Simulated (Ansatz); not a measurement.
## O on Rh(111): change of the work function

Aim: the work function of Rh(111) at several coverages of O (fcc site), and the dipole that each adsorbate carries.

Main program and level: Ansatz 0.2.0; plane-wave DFT, PBE, Ansatz PAW.

## Step 1: Starting point

The cell holds 4 atoms: 4 Rh. Cell: a = 2.687 Å, b = 2.687 Å, c = 24.582 Å, α = 90.0°, β = 90.0°, γ = 60.0°. Vacuum lies along c.

## Step 2: The clean slab

The bare slab comes first, as the zero from which every change is counted. The two lowest layers are held at bulk places and the upper ones relax. The dipole correction removes the false field that a one-sided slab makes across the periodic vacuum, so each face gets a flat vacuum level of its own.

Input file input.yaml:

```yaml
crystal:
  lattice:
    - [2.6870057685, 0.0, 0.0]
    - [1.3435028843, 2.3270152556, 0.0]
    - [0.0, 0.0, 24.5817930688]
  atoms:
    - { symbol: Rh, position: [0.0, 0.0, 0.3661246344] }
    - { symbol: Rh, position: [0.3333333333, 0.3333333333, 0.4553748781] }
    - { symbol: Rh, position: [0.6666666667, 0.6666666667, 0.5446251219] }
    - { symbol: Rh, position: [0.0, 0.0, 0.6338753656] }
kpoints:
  mp_grid: { grid: [12, 12, 1] }
hamiltonian:
  xc: pbe
scf:
  occupations: { method: fermi_dirac, width: 0.1 }
  convergence: { dr2_threshold: 1.0e-08 }
efield:
  axis: 3
  dipole_correction: true
  ramp_position: 0.97
  ramp_width: 0.06
relax:
  f_tol: 0.02
  max_steps: 60
  constraints: [{ sites: [0, 1] }]
output:
  write_potential: true
  write_density: true
  volumetric_format: npy
```

Launch:

```bash
ansatz run input.yaml --threads 4 --pin off --max-ram 16384MiB --backend cpu --events-out ev --progress --plain --runs-dir out
```

Numbers of over 12 decimals in the logs are rounded to 6 here.

Output:

```text
Engine: ansatz 0.2.0, x86_64-unknown-linux-gnu
Pseudopotentials: kind: paw
Pseudopotential: Rh, paw, valence charge 17, recommended cutoff 420 eV (normal), Rh.paw.azcp
Functional definition: PBE
  parameter kappa = 0.804
  parameter beta = 0.066725
  exchange = pbe_x(kappa = kappa, mu = beta*pi^2/3)
  correlation = pbe_c(beta = beta)
Crystal: 4 atoms, lattice volume = 153.703 Å³
Basis set: ecut = 420 eV, 3065 PW (Γ), exchange–correlation on 36×36×360 points (8 copies of the dense FFT grid, shifted against one another)
Bands: 41, of which v1, the nominal top of the filled ones, is band 34 counted from 1 (33 counted from 0)
Symmetry: 6 space group operations
k-points: 19 of 144 (time reversal used)
Non-local potential: Rh, projectors of the file, l = 0: 3, l = 1: 2, l = 2: 2, l = 3: 1
PAW form: soft (Blöchl's): semilocal exchange-correlation on the pseudo side does not see the compensation charge
PAW one-centre angular grid: Rh, 590 points (default); XC on 64 Gauss nodes
Initial density: superposition of atomic densities (neutral atoms: chi_scale 0, normalization atom), corrected by the library's trained network
Initial wavefunctions: pseudopotential atomic-orbital guess
Functional: x = pbe(κ = 0.804, μ = 0.219515), c = pbe(β = 0.066725)
SCF iter   1: F=—  HF=-25610.048055 eV  |F-HF|=—  |Δ(HF+E_count)|=         —  Δρ=3.00e-3  dr2=7.23e-3  ethr=1.77e-3  p=0.000 e·Å  D=2.32e-13 V/Å  ΔV_dip=-0.00 eV  dr2_dipole=1.99e-7  V_vac-E_F(+/−)=4.98/4.98 eV  ⟨swp⟩=8.3  Hψ=3723  notcnv=0  defer=3
efield: sawtooth ramp at fractional position 0.9700 (set: `efield.ramp_position`, or a place that a band, a saddle search or an elastic batch's reference lends), width 0.0600; the density the first Hamiltonian is built on has a dipole p = 0.000 e·Å; the dipole correction subtracts the counter field D = 2.32e-13 V/Å, which shifts the + side's vacuum level by -0.00 eV against the − side's; the planar-averaged density in the ramp window peaks in size at 3.7e-6 e/Å³
preconditioner: auto → LDOS  [metal: Δε(μ)=0.005 eV  Ē_g=5.586 eV  σ=0.100 eV  W_gap=0.01  n_scr=18 (ndim 8)  ℏωp=18.0 eV  f_vac=0.588  D(μ)=6.30/eV (n_scr^D=38)  β→1.0]
SCF iter   2: F=—  HF=-25610.050248 eV  |F-HF|=—  |Δ(HF+E_count)|=   2.19e-3  Δρ=1.42e-3  dr2=2.83e-3  ethr=1.06e-5  p=0.000 e·Å  D=2.16e-5 V/Å  ΔV_dip=-0.00 eV  dr2_dipole=2.85e-7  V_vac-E_F(+/−)=5.18/5.18 eV  ⟨swp⟩=3.2  Hψ=1977  notcnv=0  defer=5
SCF iter   3: F=—  HF=-25610.049787 eV  |F-HF|=—  |Δ(HF+E_count)|=   4.60e-4  Δρ=6.39e-4  dr2=1.01e-3  ethr=4.16e-6  p=0.000 e·Å  D=7.89e-6 V/Å  ΔV_dip=-0.00 eV  dr2_dipole=2.54e-8  V_vac-E_F(+/−)=5.16/5.16 eV  ⟨swp⟩=3.1  Hψ=1661  notcnv=0  defer=5
SCF iter   4: F=—  HF=-25610.049607 eV  |F-HF|=—  |Δ(HF+E_count)|=   1.81e-4  Δρ=2.42e-4  dr2=8.22e-5  ethr=1.49e-6  p=0.000 e·Å  D=4.71e-6 V/Å  ΔV_dip=-0.00 eV  dr2_dipole=5.81e-10  V_vac-E_F(+/−)=5.17/5.17 eV  ⟨swp⟩=2.0  Hψ=1119  notcnv=0  defer=5
SCF iter   5: F=—  HF=-25610.049587 eV  |F-HF|=—  |Δ(HF+E_count)|=   1.94e-5  Δρ=6.96e-5  dr2=8.05e-6  ethr=1.21e-7  p=0.000 e·Å  D=3.22e-6 V/Å  ΔV_dip=-0.00 eV  dr2_dipole=3.04e-10  V_vac-E_F(+/−)=5.17/5.17 eV  ⟨swp⟩=2.6  Hψ=1459  notcnv=0  defer=5
SCF iter   6: F=—  HF=-25610.049590 eV  |F-HF|=—  |Δ(HF+E_count)|=   2.59e-6  Δρ=1.34e-5  dr2=5.19e-7  ethr=1.18e-8  p=0.000 e·Å  D=1.20e-6 V/Å  ΔV_dip=-0.00 eV  dr2_dipole=1.73e-11  V_vac-E_F(+/−)=5.17/5.17 eV  ⟨swp⟩=2.1  Hψ=1257  notcnv=0  defer=5
SCF iter   7: F=—  HF=-25610.049590 eV  |F-HF|=—  |Δ(HF+E_count)|=   2.80e-7  Δρ=5.14e-6  dr2=1.24e-7  ethr=7.64e-10  p=0.000 e·Å  D=5.85e-7 V/Å  ΔV_dip=-0.00 eV  dr2_dipole=9.11e-12  V_vac-E_F(+/−)=5.17/5.17 eV  ⟨swp⟩=3.3  Hψ=1700  notcnv=0  defer=5
SCF iter   8: F=—  HF=-25610.049590 eV  |F-HF|=—  |Δ(HF+E_count)|=   5.13e-8  Δρ=1.83e-6  dr2=1.43e-8  ethr=1.82e-10  p=0.000 e·Å  D=2.19e-7 V/Å  ΔV_dip=-0.00 eV  dr2_dipole=1.98e-12  V_vac-E_F(+/−)=5.17/5.17 eV  ⟨swp⟩=2.1  Hψ=972  notcnv=0  defer=5
SCF iter   9: F=-25610.049590 eV  HF=-25610.049590 eV  |F-HF|=2.98e-9  |Δ(HF+E_count)|=   5.50e-9  Δρ=5.59e-7  dr2=7.94e-10  ethr=1.47e-11  p=0.000 e·Å  D=8.79e-8 V/Å  ΔV_dip=-0.00 eV  dr2_dipole=9.04e-13  V_vac-E_F(+/−)=5.17/5.17 eV  ⟨swp⟩=9.8  Hψ=5473  notcnv=0
SCF 1 converged in 9 iterations: F = -25610.049590 eV  dr2 = 7.94e-10
  greatest PAW one-centre occupation: 1.000 electrons in one spin orbital (limit 2), on the Rh atom at site 2 (counted from 0), in its partial waves of l = 0
relax step   1: F+E_penalty+E_count = -25610.04959025 eV  Δ(F+E_penalty+E_count) = +0.000e0 eV  max|allowed force component| = 3.499e-2 eV/Å  Δτ_max = 0.0000 Å  (9 SCF iters, accepted)
Initial density: handed on by an earlier stage of this run
Initial wavefunctions: those handed on with the density
iter 1 solved again at ethr=2.02e-5 eV; its pass at ethr=3.10e-3 eV (dr2=1.37e-2 eV) is discarded
SCF iter   1: F=—  HF=-25610.049952 eV  |F-HF|=—  |Δ(HF+E_count)|=         —  Δρ=1.41e-3  dr2=1.32e-2  ethr=2.02e-5  p=-0.000 e·Å  D=-1.52e-8 V/Å  ΔV_dip=0.00 eV  dr2_dipole=4.55e-3  V_vac-E_F(+/−)=5.17/5.17 eV  ⟨swp⟩=1.3  Hψ=2099  notcnv=0  defer=5
efield: sawtooth ramp at fractional position 0.9700 (set: `efield.ramp_position`, or a place that a band, a saddle search or an elastic batch's reference lends), width 0.0600; the density the first Hamiltonian is built on has a dipole p = -0.000 e·Å; the dipole correction subtracts the counter field D = -1.52e-8 V/Å, which shifts the + side's vacuum level by +0.00 eV against the − side's; the planar-averaged density in the ramp window peaks in size at 1.1e-6 e/Å³
preconditioner: auto → LDOS  [metal: Δε(μ)=0.011 eV  Ē_g=5.583 eV  σ=0.100 eV  W_gap=0.03  n_scr=18 (ndim 8)  ℏωp=18.0 eV  f_vac=0.589  D(μ)=6.28/eV (n_scr^D=38)  β→1.0]
SCF iter   2: F=—  HF=-25610.049803 eV  |F-HF|=—  |Δ(HF+E_count)|=   1.49e-4  Δρ=5.73e-4  dr2=4.48e-4  ethr=1.95e-5  p=-0.000 e·Å  D=-7.30e-5 V/Å  ΔV_dip=0.00 eV  dr2_dipole=6.03e-5  V_vac-E_F(+/−)=5.17/5.17 eV  ⟨swp⟩=1.3  Hψ=785  notcnv=0  defer=5
SCF iter   3: F=—  HF=-25610.049714 eV  |F-HF|=—  |Δ(HF+E_count)|=   8.89e-5  Δρ=3.44e-4  dr2=2.78e-4  ethr=6.58e-7  p=0.000 e·Å  D=3.36e-4 V/Å  ΔV_dip=-0.01 eV  dr2_dipole=5.68e-5  V_vac-E_F(+/−)=5.16/5.17 eV  ⟨swp⟩=3.8  Hψ=1937  notcnv=0  defer=5
SCF iter   4: F=—  HF=-25610.049674 eV  |F-HF|=—  |Δ(HF+E_count)|=   4.01e-5  Δρ=4.06e-5  dr2=4.97e-6  ethr=4.09e-7  p=0.000 e·Å  D=1.14e-4 V/Å  ΔV_dip=-0.00 eV  dr2_dipole=1.05e-8  V_vac-E_F(+/−)=5.17/5.17 eV  ⟨swp⟩=2.0  Hψ=1120  notcnv=0  defer=5
SCF iter   5: F=—  HF=-25610.049673 eV  |F-HF|=—  |Δ(HF+E_count)|=   8.97e-7  Δρ=1.60e-5  dr2=7.22e-7  ethr=7.31e-9  p=0.000 e·Å  D=1.16e-4 V/Å  ΔV_dip=-0.00 eV  dr2_dipole=1.38e-8  V_vac-E_F(+/−)=5.17/5.17 eV  ⟨swp⟩=3.6  Hψ=1778  notcnv=0  defer=5
SCF iter   6: F=—  HF=-25610.049674 eV  |F-HF|=—  |Δ(HF+E_count)|=   4.90e-7  Δρ=5.88e-6  dr2=1.11e-7  ethr=1.06e-9  p=0.000 e·Å  D=1.19e-4 V/Å  ΔV_dip=-0.00 eV  dr2_dipole=8.63e-9  V_vac-E_F(+/−)=5.17/5.17 eV  ⟨swp⟩=2.1  Hψ=1045  notcnv=0  defer=5
SCF iter   7: F=-25610.049674 eV  HF=-25610.049674 eV  |F-HF|=3.72e-8  |Δ(HF+E_count)|=   1.27e-7  Δρ=1.68e-6  dr2=5.94e-9  ethr=1.47e-11  p=0.000 e·Å  D=1.18e-4 V/Å  ΔV_dip=-0.00 eV  dr2_dipole=1.23e-11  V_vac-E_F(+/−)=5.17/5.17 eV  ⟨swp⟩=8.8  Hψ=6147  notcnv=0
SCF 2 converged in 7 iterations: F = -25610.049674 eV  dr2 = 5.94e-9
relax step   2: F+E_penalty+E_count = -25610.04967410 eV  Δ(F+E_penalty+E_count) = -8.384e-5 eV  max|allowed force component| = 2.244e-2 eV/Å  Δτ_max = 0.0127 Å  (7 SCF iters, accepted)
SCF iter   1: F=—  HF=-25610.049760 eV  |F-HF|=—  |Δ(HF+E_count)|=         —  Δρ=5.17e-4  dr2=1.81e-3  ethr=2.64e-5  p=0.000 e·Å  D=1.18e-4 V/Å  ΔV_dip=-0.00 eV  dr2_dipole=6.21e-4  V_vac-E_F(+/−)=5.17/5.17 eV  ⟨swp⟩=2.1  Hψ=1239  notcnv=0  defer=5
efield: sawtooth ramp at fractional position 0.9700 (set: `efield.ramp_position`, or a place that a band, a saddle search or an elastic batch's reference lends), width 0.0600; the density the first Hamiltonian is built on has a dipole p = 0.000 e·Å; the dipole correction subtracts the counter field D = 1.18e-4 V/Å, which shifts the + side's vacuum level by -0.00 eV against the − side's; the planar-averaged density in the ramp window peaks in size at 9.0e-7 e/Å³
preconditioner: auto → LDOS  [metal: Δε(μ)=0.011 eV  Ē_g=5.578 eV  σ=0.100 eV  W_gap=0.03  n_scr=18 (ndim 8)  ℏωp=18.0 eV  f_vac=0.589  D(μ)=6.28/eV (n_scr^D=38)  β→1.0]
SCF iter   2: F=—  HF=-25610.049735 eV  |F-HF|=—  |Δ(HF+E_count)|=   2.46e-5  Δρ=1.96e-4  dr2=5.12e-5  ethr=2.66e-6  p=0.000 e·Å  D=1.57e-4 V/Å  ΔV_dip=-0.00 eV  dr2_dipole=7.87e-6  V_vac-E_F(+/−)=5.17/5.17 eV  ⟨swp⟩=1.2  Hψ=936  notcnv=0  defer=5
SCF iter   3: F=—  HF=-25610.049720 eV  |F-HF|=—  |Δ(HF+E_count)|=   1.58e-5  Δρ=1.13e-4  dr2=3.33e-5  ethr=7.53e-8  p=0.000 e·Å  D=2.75e-6 V/Å  ΔV_dip=-0.00 eV  dr2_dipole=7.51e-6  V_vac-E_F(+/−)=5.17/5.17 eV  ⟨swp⟩=3.4  Hψ=1734  notcnv=0  defer=5
SCF iter   4: F=—  HF=-25610.049716 eV  |F-HF|=—  |Δ(HF+E_count)|=   3.70e-6  Δρ=1.39e-5  dr2=6.45e-7  ethr=4.89e-8  p=0.000 e·Å  D=7.60e-5 V/Å  ΔV_dip=-0.00 eV  dr2_dipole=1.25e-8  V_vac-E_F(+/−)=5.17/5.17 eV  ⟨swp⟩=2.0  Hψ=1111  notcnv=0  defer=5
SCF iter   5: F=—  HF=-25610.049722 eV  |F-HF|=—  |Δ(HF+E_count)|=   5.66e-6  Δρ=5.64e-6  dr2=9.34e-8  ethr=9.48e-10  p=0.000 e·Å  D=7.49e-5 V/Å  ΔV_dip=-0.00 eV  dr2_dipole=3.78e-9  V_vac-E_F(+/−)=5.17/5.17 eV  ⟨swp⟩=3.6  Hψ=1647  notcnv=0  defer=5
SCF iter   6: F=—  HF=-25610.049722 eV  |F-HF|=—  |Δ(HF+E_count)|=   1.30e-7  Δρ=1.95e-6  dr2=1.17e-8  ethr=1.37e-10  p=0.000 e·Å  D=7.30e-5 V/Å  ΔV_dip=-0.00 eV  dr2_dipole=7.90e-10  V_vac-E_F(+/−)=5.17/5.17 eV  ⟨swp⟩=2.2  Hψ=1085  notcnv=0  defer=5
SCF iter   7: F=-25610.049722 eV  HF=-25610.049722 eV  |F-HF|=9.72e-9  |Δ(HF+E_count)|=   1.97e-8  Δρ=6.13e-7  dr2=1.00e-9  ethr=1.47e-11  p=0.000 e·Å  D=7.30e-5 V/Å  ΔV_dip=-0.00 eV  dr2_dipole=7.15e-13  V_vac-E_F(+/−)=5.17/5.17 eV  ⟨swp⟩=9.8  Hψ=5443  notcnv=0
SCF 3 converged in 7 iterations: F = -25610.049722 eV  dr2 = 1.00e-9
relax step   3: F+E_penalty+E_count = -25610.04972167 eV  Δ(F+E_penalty+E_count) = -4.757e-5 eV  max|allowed force component| = 3.972e-4 eV/Å  Δτ_max = 0.0047 Å  (7 SCF iters, accepted)
NSCF: frozen V_eff on 19 k-points
the band table was solved once a step of the walk had ended and its energy, with any forces and stress, was formed, with the checks that follow a solve (3905 applications of the Hamiltonian). They found nothing against the state; the energy, forces and stress were not computed again (output.eigenvalues in the input reference)
WARN: The output density's exchange-correlation potential varies sharply where the density is thin. Do not read a vacuum level from v_tot or v_xc, or from such a field of the output density. On a cell that repeats whose density bears no net charge and no dipole along the vacuum's axis use v_es (v_loc + v_h of the components); under efield.dipole_correction with no amplitude use v_es + v_field, which holds any externa [...]
SCF converged after 7 iterations
Free energy (F): -25610.049722 eV
Harris-Foulkes:  -25610.049722 eV  (|F-HF|=9.72e-9)
Internal energy: -25609.837670 eV  (E = F + TS)
E sigma→0 (E₀):  -25609.943696 eV
Entropy (-TS):   -0.212052 eV (-53.013 meV/atom)
Fermi energy:    4.706112 eV
Dipole field:    D = 0.000072 V/Å  (p = 0.000061 e·Å, saw-weighted, corrected)
Work function:   Φ+ = 5.1674 eV   Φ− = 5.1692 eV
Levels:          The Fermi level and band energies are counted from a zero that moves with the ramp; work functions are not
--- Per-component energies (eV) ---
  E_band       = -1526.571694
  E_kinetic    = 2290.090187
  E_local      = -122491.003910  (includes V_loc(G=0)·N_el)
  E_nonlocal   = 1421.302647
  E_hartree    = 59724.727907
  E_xc         = -884.908045
  E_vxc        = -1110.509521  (∫ρ·V_xc dr)
  E_paw        = -14348.611589  (= ΣΔE_a)
  E_vpaw       = -1085.912724  (= ΣTr[D̂ρ^β])
  E_aug_tail   = 0.003404  (compensation charges beyond the density's cutoff)
  E_efield     = 0.000000  (sawtooth field / dipole correction)
  E_vefield    = 0.000014  (∫n·V_field dr)
  E_ewald      = 48678.561729
  E_smearing   = -0.212052  (= −TS)
  E_closure    = 0.000000  (closes the sum)
  Σ components = -25610.049722   (vs F -25610.049722, Δ=0.00e0)
--- Forces (eV/Å), atoms counted from 1 ---
  atom   1  Rh    -0.00000000     0.00000000     0.03097938
  atom   2  Rh     0.00000000     0.00000000    -0.03084738
  atom   3  Rh    -0.00000000     0.00000000    -0.00039721
  atom   4  Rh     0.00000000    -0.00000000     0.00027298
  max |Σ_I F_I| component: 7.78e-6 eV/Å
--- Band table (eV; the first three rows and the last of 19) ---
  k-point 0: bands = [... 30 lower, 2.7526, 3.6994, 3.6994, 3.9980, 3.9980, 4.7099, 4.7099, 4.8205, ... 3 higher]
  k-point 1: bands = [... 30 lower, 2.5536, 3.5756, 3.5774, 3.8488, 4.0260, 4.1381, 4.5315, 4.7073, ... 3 higher]
  k-point 2: bands = [... 30 lower, 2.9651, 3.0842, 3.3252, 3.5013, 3.8110, 4.0323, 4.6964, 5.0882, ... 3 higher]
  k-point 18: bands = [... 30 lower, 3.6443, 3.6486, 4.5244, 4.8653, 4.9521, 4.9529, 11.6585, 11.8523, ... 3 higher]
--- Relaxed structure (3 steps of the walk, 3 accepted, 0 SCFs on fresh bases) ---
  F+E_penalty+E_count = -25610.04972167 eV   max|allowed force component| = 3.972e-4 eV/Å
  atoms:
    - { symbol: Rh, position: [0.0, 0.0, 0.3661246344] }
    - { symbol: Rh, position: [0.333333, 0.333333, 0.455375] }
    - { symbol: Rh, position: [0.666667, 0.666667, 0.544472] }
    - { symbol: Rh, position: [0, 0, 0.633551] }
```

It took 16 s on 4 threads of Intel Xeon Platinum 8259CL at 2.50GHz (Skylake/Cascade Lake), shared host; peak memory 0.55 GiB; 47 s of CPU time.

Relaxation path:

```
step  energy less that of the first step (eV)  largest force component (eV/Å)
   1                                   0.0000                          0.0350
   2                                  -0.0001                          0.0224
   3                                  -0.0001                          0.0004
```

The run keeps the 6 symmetry operations that it works with, so distortions that break them were not tested.

Final coordinates:

```xyz
4
Lattice="2.6870 0.0000 0.0000 1.3435 2.3270 0.0000 0.0000 0.0000 24.5818" Properties=species:S:1:pos:R:3
Rh    0.0000    0.0000    9.0000
Rh    1.3435    0.7757   11.1939
Rh    2.6870    1.5513   13.3841
Rh    0.0000    0.0000   15.5738
```

This step gave:

| Quantity | Value |
| --- | --- |
| energy at zero smearing | -25609.9437 eV |
| work function, upper face | 5.167 eV |
| dipole along the normal | 6.09e-5 e·Å |

Running mean over 2.194 Å of the planar mean; the ramp of the sawtooth is left out. Table of electron's electrostatic potential energy less the Fermi level by z:

z (Å), electron's electrostatic potential energy less the Fermi level (eV) and a bar from the least value:
```
      3.5        5.2 ##############################
      4.0        5.2 ##############################
      4.5        5.2 ##############################
      5.0        5.2 ##############################
      5.5        5.2 ##############################
      6.0        5.1 ##############################
      6.5        4.9 ##############################
      7.0        4.2 ############################
      7.5        1.0 #######################
      8.0       -5.6 #############
      8.5      -11.0 ####
      9.0      -12.7 #
      9.5      -13.0 #
     10.0      -13.1 
     10.5      -13.1 
     11.0      -13.2 
     11.5      -13.3 
     12.0      -13.3 
     12.5      -13.3 
     13.0      -13.3 
     13.5      -13.2 
     14.0      -13.2 
     14.5      -13.1 
     15.0      -13.0 
     15.5      -12.8 #
     16.0      -11.5 ###
     16.5       -6.6 ###########
     17.0        0.1 ######################
     17.5        3.9 ############################
     18.0        4.8 #############################
     18.5        5.1 ##############################
     19.0        5.1 ##############################
     19.5        5.2 ##############################
     20.0        5.2 ##############################
     20.5        5.2 ##############################
     21.0        5.2 ##############################
     21.5        5.2 ##############################
```

The relaxation took 3 steps and lowered the energy by 1.3e-4 eV; the largest force on the free atoms ends at 4.0e-4 eV/Å.

The work function of the upper face is 5.17 eV.

[end of part 1 of 4]

[Logs are printed without paths, hosts, clocks, repeated set-up lines and the standing remarks that a program may print on its own settings, such as how far it seeks lower states.]

[Hosts, paths, dates, database ids (printed as entryN), source tags and the programs' standing remarks are cut or masked in the printed files.]

[Maps of the electrostatic potential energy from Ansatz leave out the sawtooth potential of an applied field or a dipole correction, so their vacuum need not be flat; planar profiles and work functions include it.]
